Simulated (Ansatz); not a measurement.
# BaTiO3 (P4mm): converging the G0W0 gap

How do accuracy and time trade against each other in G0W0 on BaTiO3 (P4mm)?

Calculated with Ansatz 0.2.0; G0W0 on r2SCAN, plane waves, PAW.

The database entry behind the starting cell differs from later determinations by our own check (c/a about 0.6 % short), so it need not match the best structure at ambient conditions.

## Step 1: Starting point

Symmetry: P4mm, No. 99, tetragonal system. The conventional cell has a = 4.000 Å, b = 4.000 Å, c = 4.018 Å, α = 90.00°, β = 90.00°, γ = 90.00°. Ba has 12 O at 2.79 to 2.88 Å nearest. Nearest to Ti lie 6 O at 1.89 to 2.13 Å. O has 2 Ti at 1.89 to 2.13 Å and 4 Ba at 2.83 Å nearest. Nearest to O lie 2 Ti at 2.00 Å and 4 Ba at 2.79 to 2.88 Å. Farther neighbours and most contacts between anions are not listed.

The cell and positions come from the Crystallography Open Database and are kept as given unless a step says otherwise. Spin-orbit coupling is left out unless a step names it. The default PAW set here is soft_2. Its files were made with PBE.

## Step 2: 83 empty bands, screening to 69 eV

G0W0 replaces the xc potential by the self-energy, built once from these orbitals. Only a window of levels is corrected, while the sums run over the empty bands that the input names.

Contents of input.yaml:

```yaml
crystal:
  lattice:
    - [3.9998, 0.0, 0.0]
    - [0.0, 3.9998, 0.0]
    - [0.0, 0.0, 4.018]
  atoms:
    - { symbol: Ba, position: [0.0, 0.0, 0.0] }
    - { symbol: Ti, position: [0.5, 0.5, 0.49] }
    - { symbol: O, position: [0.5, 0.5, 0.019] }
    - { symbol: O, position: [0.5, 0.0, 0.517] }
    - { symbol: O, position: [0.0, 0.5, 0.517] }
kpoints:
  mp_grid: { grid: [4, 4, 4] }
hamiltonian:
  xc: r2scan
scf:
  occupations: { method: fixed }
gw:
  n_empty_bands: 83
  ecut_chi: 69
  qp_bands: [v2, c2]
  qp_kpoints: band_edges
  screening: { model: contour_deformation }
```

On the command line:

```
> ansatz run input.yaml --threads 2 --pin off --max-ram 92160MiB --backend cuda --events-out ev --progress --plain --runs-dir out --devices 1 --max-vram 13GiB  # rebuilt from the run's record
```

Numbers of over 12 decimals in the logs are rounded to 6 here.

The log of the run:

```text
GPUs: using 1 of 1 available (devices: 1).
Engine: ansatz 0.2.0, x86_64-unknown-linux-gnu
Pseudopotentials: kind: paw
Pseudopotential: Ba, paw, valence charge 10, recommended cutoff 500 eV (meta_gga), Ba.paw.azcp
Pseudopotential: Ti, paw, valence charge 12, recommended cutoff 500 eV (meta_gga), Ti.paw.azcp
Pseudopotential: O, paw, valence charge 6, recommended cutoff 500 eV (meta_gga), O.paw.azcp
Functional definition: r2SCAN
  parameter k0 = 0.174
  parameter k1 = 0.065
  parameter a1 = 4.9479
  exchange = r2scan_x(k0 = k0, k1 = k1, a1 = a1)
  correlation = r2scan_c
device memory: the entry about to start is reckoned to put 1.0 GiB on a device that reports 63.5 GiB free (of which the cap on the GPU budget leaves the run 13.0 GiB)
GPU FFT provider: cuFFT
GPU libraries: cuBLAS 13.8.2, cuFFT 12.4.0, cuSOLVER 12.3.4
Crystal: 5 atoms, lattice volume = 64.282 Å³
Basis set: ecut = 500 eV, 1647 PW (Γ), exchange–correlation on 120×120×120 points (64 copies of the dense FFT grid, shifted against one another)
Bands: 25, of which v1, the nominal top of the filled ones, is band 20 counted from 1 (19 counted from 0)
Symmetry: 8 space group operations
Space group: P4mm (ITA 99), of the structure as read, at distance tolerance 4.0e-5 Å
k-points: 18 of 64 (time reversal used)
Non-local potential: Ba, projectors of the file, l = 0: 3, l = 1: 2, l = 2: 2, l = 3: 2
Non-local potential: Ti, projectors of the file, l = 0: 3, l = 1: 2, l = 2: 3, l = 3: 1
Non-local potential: O, projectors of the file, l = 0: 2, l = 1: 2, l = 2: 1
PAW form: soft (Blöchl's): semilocal exchange-correlation on the pseudo side does not see the compensation charge
PAW frozen core: Ba, regenerated for the run's functional (the file was generated under x = pbe(κ = 0.804, μ = 0.219515), c = pbe(β = 0.066725))
PAW frozen core: Ti, regenerated for the run's functional (the file was generated under x = pbe(κ = 0.804, μ = 0.219515), c = pbe(β = 0.066725))
PAW frozen core: O, regenerated for the run's functional (the file was generated under x = pbe(κ = 0.804, μ = 0.219515), c = pbe(β = 0.066725))
PAW one-centre angular grid: Ba, 302 points (default); XC on 160 Gauss nodes
PAW one-centre angular grid: Ti, 590 points (default); XC on 160 Gauss nodes
PAW one-centre angular grid: O, 302 points (default); XC on 160 Gauss nodes
Initial density: superposition of atomic densities (neutral atoms: chi_scale 0, normalization atom), corrected by the library's trained network
Initial wavefunctions: pseudopotential atomic-orbital guess
GPU buffer pool allocated for 27000 grid points (all kernels)
GPU transforms: local potential and band sums: pruned to the plane-wave sphere, on 30×30×30
Functional: x = r2scan, c = r2scan; τ floored in thin density (d = 2e-4 eV/Å³)
SCF iter   1: F=—  HF=-10183.702819 eV  |F-HF|=—  |Δ(HF+E_count)|=         —  Δρ=2.18e-2  dr2=3.87e-1  dr2_τ=2.42e-1  ethr=1.77e-3  ⟨swp⟩=4.4  Hψ=1924  notcnv=0  defer=23
preconditioner: auto → Resta (q_TF=auto, 2.521 Å⁻¹)  ε∞=5.1  [insulator: Δε(μ)=2.699 eV  Ē_g=12.959 eV  n_scr=18 (ndim 8)  ℏωp=26.2 eV  f_vac=0.000  ε∞_Penn≈5.1]
SCF iter   2: F=—  HF=-10183.804969 eV  |F-HF|=—  |Δ(HF+E_count)|=   1.02e-1  Δρ=1.13e-2  dr2=5.07e-2  dr2_τ=2.10e-2  ethr=9.68e-4  ⟨swp⟩=3.4  Hψ=997  notcnv=0  defer=27
SCF iter   3: F=—  HF=-10183.798170 eV  |F-HF|=—  |Δ(HF+E_count)|=   6.80e-3  Δρ=3.65e-3  dr2=5.80e-3  dr2_τ=4.25e-4  ethr=1.27e-4  ⟨swp⟩=2.5  Hψ=659  notcnv=0  defer=46
SCF iter   4: F=—  HF=-10183.797408 eV  |F-HF|=—  |Δ(HF+E_count)|=   7.62e-4  Δρ=1.52e-3  dr2=1.08e-3  dr2_τ=1.68e-4  ethr=1.45e-5  ⟨swp⟩=2.4  Hψ=764  notcnv=0  defer=49
SCF iter   5: F=—  HF=-10183.797254 eV  |F-HF|=—  |Δ(HF+E_count)|=   1.54e-4  Δρ=3.39e-4  dr2=5.82e-5  dr2_τ=4.85e-6  ethr=2.69e-6  ⟨swp⟩=2.0  Hψ=633  notcnv=0  defer=51
SCF iter   6: F=—  HF=-10183.797259 eV  |F-HF|=—  |Δ(HF+E_count)|=   4.85e-6  Δρ=1.58e-4  dr2=1.44e-5  dr2_τ=1.85e-6  ethr=1.46e-7  ⟨swp⟩=2.0  Hψ=697  notcnv=0  defer=19
SCF iter   7: F=—  HF=-10183.797257 eV  |F-HF|=—  |Δ(HF+E_count)|=   2.06e-6  Δρ=5.35e-5  dr2=2.10e-6  dr2_τ=1.03e-7  ethr=3.60e-8  ⟨swp⟩=2.0  Hψ=642  notcnv=0  defer=19
SCF iter   8: F=—  HF=-10183.797257 eV  |F-HF|=—  |Δ(HF+E_count)|=   1.19e-7  Δρ=1.56e-5  dr2=1.78e-7  dr2_τ=1.21e-8  ethr=5.24e-9  ⟨swp⟩=2.2  Hψ=666  notcnv=0  defer=19
SCF iter   9: F=-10183.797257 eV  HF=-10183.797257 eV  |F-HF|=8.36e-9  |Δ(HF+E_count)|=   2.19e-8  Δρ=3.82e-6  dr2=1.01e-8  dr2_τ=1.98e-10  ethr=2.50e-10  ⟨swp⟩=7.1  Hψ=1801  notcnv=0
SCF 1 converged in 9 iterations: F = -10183.797257 eV  dr2 = 1.01e-8
  greatest PAW one-centre occupation: 0.999 electrons in one spin orbital (limit 2), on the Ti atom at site 1 (counted from 0), in its partial waves of l = 0
device memory: the entry about to start is reckoned to put 1.1 GiB (of the 1.1 GiB reckoned in all, the device holds 0.1 GiB already) on a device that reports 63.2 GiB free (of which the cap on the GPU budget leaves the run 12.9 GiB)
NSCF: frozen V_eff on 18 k-points, pencils in batches of 32, up to order 100
the band table was solved once the SCF had ended and its energy, with any forces and stress, was formed, with the checks that follow a solve (1926 applications of the Hamiltonian). They found nothing against the state; the energy, forces and stress were not computed again (output.eigenvalues in the input reference)
device memory: the entry about to start is reckoned to put 1.7 GiB on a device that reports 62.4 GiB free (of which the cap on the GPU budget leaves the run 13.0 GiB)
NSCF: frozen V_eff on 18 k-points
G₀W₀ screening: q 1/18
[... further progress lines ...]
SCF converged after 9 iterations
Free energy (F): -10183.797257 eV
Harris-Foulkes:  -10183.797257 eV  (|F-HF|=8.36e-9)
Internal energy: -10183.797257 eV  (E = F + TS)
E sigma→0 (E₀):  -10183.797257 eV
Fermi energy:    9.993473 eV
--- Per-component energies (eV) ---
  E_band       = -175.293986
  E_kinetic    = 973.525613
  E_local      = -2099.718118  (includes V_loc(G=0)·N_el)
  E_nonlocal   = 199.407801
  E_hartree    = 819.837146
  E_xc         = -475.313579
  E_vxc        = -604.217274  (∫ρ·V_xc dr)
  E_paw        = -6784.882383  (= ΣΔE_a)
  E_vpaw       = -320.722573  (= ΣTr[D̂ρ^β])
  E_aug_tail   = 0.003065  (compensation charges beyond the density's cutoff)
  E_vtau       = 36.753319  (kinetic-family band-sum trace: ∫τ·v_τ [+ j·A + Jᵃ·Aᵃ] dr)
  E_ewald      = -2816.377938
  E_core_change = -0.278864  (= ΣΔE_core)
  E_smearing   = -0.000000  (= −TS)
  E_closure    = 0.000000  (closes the sum)
  Σ components = -10183.797257   (vs F -10183.797257, Δ=0.00e0)
--- Band table (eV; the first three rows and the last of 18) ---
  k-point 0: bands = [... 16 lower, 8.8067, 9.7125, 9.7373, 9.7373, 12.1707, 12.3742, 12.3742, 14.2958, ... 1 higher]
  k-point 1: bands = [... 16 lower, 8.4217, 8.7518, 9.5023, 9.5023, 12.2296, 13.1869, 13.1869, 14.2953, ... 1 higher]
  k-point 2: bands = [... 16 lower, 8.0913, 8.1031, 9.3014, 9.3014, 12.2905, 13.9016, 13.9016, 14.2962, ... 1 higher]
  k-point 17: bands = [... 16 lower, 7.6144, 9.9071, 9.9071, 9.9935, 14.5285, 14.5285, 14.5316, 17.2631, ... 1 higher]
--- G₀W₀: contour deformation, 6 samples at zero and on the imaginary axis and 1 off it, 64 q-points, 83 empty bands' worth ---
  eigenvalues of the whole cell's RPA ε∞ on this k-mesh (on a slab, of 1 + 4πα/V) = 5.5237, 5.7930, 5.7930; static W/v taken at q = 0 is 0.175337
  bands read: the sum over 103 bands ends inside a degenerate multiplet in 1 slot, whose members it reads at an even weight; the widest, k=15: bands 103 to 104 (counted from 1) at 1/2 each
  gw.qp_kpoints: band_edges: 12 of 18 stored k-points solved, in 1 pass; an edge of the gap read off the rows below is read off those points alone
    valence top: of the k-points left out ik 13 came nearest to being solved in a further pass, in band 20 (counted from 1, as in the quasiparticle table): it holds the edge there only if its correction is more favourable than any solved in that band by at least 0.508 eV; those differ by 0.086 eV
    conduction bottom: of the k-points left out ik 4 came nearest to being solved in a further pass, in band 21 (counted from 1, as in the quasiparticle table): it holds the edge there only if its correction is more favourable than any solved in that band by at least 0.908 eV; those differ by 0.156 eV
    ik  band        ε_KS         Σx   Σc(E_QP)       V_xc       Z   E_QP_lin       E_QP  E_QP is
     0    19      9.7373   -25.7846     4.5193   -21.5531  0.7410    10.0237    10.0251  root
     0    20      9.7373   -25.7846     4.5193   -21.5531  0.7410    10.0237    10.0251  root
     0    21     12.1707   -12.5249    -6.1093   -20.0190  0.7440    13.5945    13.5555  root
     0    22     12.3742   -12.9577    -5.8510   -20.2167  0.7432    13.8228    13.7821  root
     1    19      9.5023   -25.7349     4.6341   -21.3633  0.7384     9.7636     9.7648  root
     1    20      9.5023   -25.7349     4.6341   -21.3633  0.7384     9.7636     9.7648  root
     1    21     12.2296   -12.6390    -6.1905   -20.2352  0.7416    13.6764    13.6353  root
     1    22     13.1869   -13.9822    -6.0658   -21.5383  0.7249    14.7325    14.6771  root
     2    19      9.3014   -25.7694     4.7720   -21.2368  0.7365     9.5397     9.5408  root
     2    20      9.3014   -25.7694     4.7720   -21.2368  0.7365     9.5397     9.5408  root
     2    21     12.2905   -12.7637    -6.2775   -20.4691  0.7390    13.7620    13.7184  root
     2    22     13.9016   -14.5967    -6.5676   -22.7120  0.7044    15.5256    15.4493  root
     3    19      9.3537   -25.4207     4.4038   -21.2723  0.7386     9.6081     9.6092  root
     3    20      9.4387   -25.8019     4.6193   -21.4488  0.7381     9.7037     9.7049  root
     3    21     12.4221   -13.0254    -5.9550   -20.4064  0.7410    13.8910    13.8482  root
     3    22     13.0832   -13.9095    -6.1139   -21.4891  0.7243    14.6020    14.5488  root
     6    19      9.0635   -25.5330     4.5888   -21.1684  0.7363     9.2868     9.2877  root
     6    20      9.1576   -25.8326     4.7621   -21.3080  0.7354     9.3940     9.3951  root
     6    21     12.4783   -13.1066    -6.0772   -20.6322  0.7383    13.9722    13.9267  root
     6    22     13.8397   -14.5557    -6.5887   -22.6627  0.7030    15.4323    15.3581  root
     8    19      9.1237   -25.2778     4.8760   -20.5496  0.7280     9.2711     9.2716  root
     8    20      9.8618   -25.7850     4.9363   -21.0970  0.7326    10.1090    10.1101  root
     8    21     13.8706   -14.5530    -6.6862   -22.7617  0.7013    15.4685    15.3931  root
     8    22     13.9221   -14.5640    -6.6603   -22.7743  0.7031    15.5490    15.4721  root
[...]
16    19      9.3909   -25.3154     4.9050   -20.5924  0.7300     9.5722     9.5729  root
    16    20      9.9689   -25.8738     4.9672   -21.1773  0.7316    10.2383    10.2396  root
    16    21     14.1885   -14.5876    -6.8352   -22.9598  0.6963    15.8080    15.7256  root
    16    22     14.1885   -14.5876    -6.8352   -22.9598  0.6963    15.8080    15.7256  root
    17    19      9.9071   -25.8971     4.9439   -21.2205  0.7328    10.1731    10.1744  root
    17    20      9.9935   -25.9327     4.9703   -21.2429  0.7318    10.2726    10.2740  root
    17    21     14.5285   -14.6045    -7.1737   -23.3164  0.6857    16.1582    16.0667  root
    17    22     14.5285   -14.6045    -7.1737   -23.3164  0.6857    16.1582    16.0667  root
```

Run time: 11 s. Hardware: 1 × NVIDIA H100 80GB HBM3 (shared by 6 runs) with 2 threads of AMD EPYC 7R13 (Zen 3), shared host; peak memory 1.2 GiB.

This step gave:

* bands summed: 103
* RPA ε∞ on this mesh (eigenvalues): 5.524, 5.793, 5.793
* plane waves in the screening matrix: 81
* q-points in the mesh: 64
* G0W0 gap on the mesh: 3.282 eV
* k of the valence top: -0.5, -0.5, -0.5
* k of the conduction bottom: 0, 0, 0
* starting gap on the mesh: 2.177 eV
* Z at the valence top: 0.7318
* Z at the conduction bottom: 0.7440
* least direct G0W0 gap on the computed points: 3.530 eV

The gap on the mesh goes from 2.18 eV to 3.28 eV, a correction of +1.10 eV. Between the two edge states, bare exchange in place of the xc potential would open the gap by 12.18 eV, and correlation takes back 11.08 eV.

## Step 3: 236 empty bands, screening to 138 eV

Bands and screening cutoff are moved together, since each hides the error of the other.

input.yaml, as its differences from that of step 2:

```diff
@@ -18,4 +18,4 @@
 gw:
-  n_empty_bands: 83
-  ecut_chi: 69
+  n_empty_bands: 236
+  ecut_chi: 138
   qp_bands: [v2, c2]
```

The log of the run:

```text
GPUs: using 1 of 1 available (devices: 1).
[...]
GPU FFT provider: cuFFT
GPU libraries: cuBLAS 13.8.2, cuFFT 12.4.0, cuSOLVER 12.3.4
Crystal: 5 atoms, lattice volume = 64.282 Å³
Basis set: ecut = 500 eV, 1647 PW (Γ), exchange–correlation on 120×120×120 points (64 copies of the dense FFT grid, shifted against one another)
Bands: 25, of which v1, the nominal top of the filled ones, is band 20 counted from 1 (19 counted from 0)
Symmetry: 8 space group operations
[...]
k-points: 18 of 64 (time reversal used)
[...]
GPU buffer pool allocated for 27000 grid points (all kernels)
[...]
SCF iter   1: F=—  HF=-10183.702819 eV  |F-HF|=—  |Δ(HF+E_count)|=         —  Δρ=2.18e-2  dr2=3.87e-1  dr2_τ=2.42e-1  ethr=1.77e-3  ⟨swp⟩=4.4  Hψ=1924  notcnv=0  defer=23
[...]
SCF iter   9: F=-10183.797257 eV  HF=-10183.797257 eV  |F-HF|=8.36e-9  |Δ(HF+E_count)|=   2.19e-8  Δρ=3.82e-6  dr2=1.01e-8  dr2_τ=1.98e-10  ethr=2.50e-10  ⟨swp⟩=7.1  Hψ=1801  notcnv=0
SCF 1 converged in 9 iterations: F = -10183.797257 eV  dr2 = 1.01e-8
[...]
NSCF: frozen V_eff on 18 k-points, pencils in batches of 32, up to order 100
[...]
NSCF: frozen V_eff on 18 k-points
G₀W₀ screening: q 1/18
[... further progress lines ...]
SCF converged after 9 iterations
Free energy (F): -10183.797257 eV
[...]
Internal energy: -10183.797257 eV  (E = F + TS)
E sigma→0 (E₀):  -10183.797257 eV
Fermi energy:    9.993473 eV
[...]
--- Band table (eV; the first three rows and the last of 18) ---
  k-point 0: bands = [... 16 lower, 8.8067, 9.7125, 9.7373, 9.7373, 12.1707, 12.3742, 12.3742, 14.2958, ... 1 higher]
  k-point 1: bands = [... 16 lower, 8.4217, 8.7518, 9.5023, 9.5023, 12.2296, 13.1869, 13.1869, 14.2953, ... 1 higher]
  k-point 2: bands = [... 16 lower, 8.0913, 8.1031, 9.3014, 9.3014, 12.2905, 13.9016, 13.9016, 14.2962, ... 1 higher]
  k-point 17: bands = [... 16 lower, 7.6144, 9.9071, 9.9071, 9.9935, 14.5285, 14.5285, 14.5316, 17.2631, ... 1 higher]
[...]
0    19      9.7373   -25.7846     4.1652   -21.5531  0.7341     9.6709     9.6710  root
     0    20      9.7373   -25.7846     4.1652   -21.5531  0.7341     9.6709     9.6710  root
     0    21     12.1707   -12.5249    -6.5131   -20.0190  0.7392    13.1700    13.1517  root
     0    22     12.3742   -12.9577    -6.2552   -20.2167  0.7383    13.3970    13.3779  root
     1    19      9.5023   -25.7349     4.2897   -21.3633  0.7318     9.4203     9.4204  root
     1    20      9.5023   -25.7349     4.2897   -21.3633  0.7318     9.4203     9.4204  root
     1    21     12.2296   -12.6390    -6.5973   -20.2352  0.7368    13.2478    13.2284  root
     1    22     13.1869   -13.9822    -6.4857   -21.5383  0.7192    14.2837    14.2572  root
[...]
17    19      9.9071   -25.8971     4.6176   -21.2205  0.7256     9.8480     9.8480  root
    17    20      9.9935   -25.9327     4.6432   -21.2429  0.7243     9.9469     9.9469  root
    17    21     14.5285   -14.6045    -7.6092   -23.3164  0.6789    15.6746    15.6312  root
    17    22     14.5285   -14.6045    -7.6092   -23.3164  0.6789    15.6746    15.6312  root
```

Elapsed: 15 s, on 1 × NVIDIA H100 80GB HBM3 (shared by 6 runs) with 2 threads; peak memory 1.4 GiB.

Numbers from this step:

- bands summed: 256
- RPA ε∞ on this mesh (eigenvalues): 5.455, 5.724, 5.724
- plane waves in the screening matrix: 251
- q-points in the mesh: 64
- G0W0 gap on the mesh: 3.205 eV
- k of the valence top: -0.5, -0.5, -0.5
- k of the conduction bottom: 0, 0, 0
- starting gap on the mesh: 2.177 eV
- Z at the valence top: 0.7243
- Z at the conduction bottom: 0.7392
- least direct G0W0 gap on the computed points: 3.481 eV

Against the run with 4×4×4 mesh, 83 empty bands, screening to 69 eV, the gap moves by −0.08 eV.

(Continued in part 2 of 2.)

[Paths, hosts, dates, memory and timing lines, banners, echoed tables and standing remarks are left out of the program output.]

[Logs are printed without paths, hosts, clocks, repeated set-up lines and the standing remarks that a program may print on its own settings, such as how far it seeks lower states.]

[Runs of the session that timed out or met a known fault of the program may be left out.]

[Cells called generated may have been cut or substituted from an entry of the Crystallography Open Database or the Materials Project.]

[Hosts, paths, dates, database ids (printed as entryN), source tags and the programs' standing remarks are cut or masked in the printed files.]
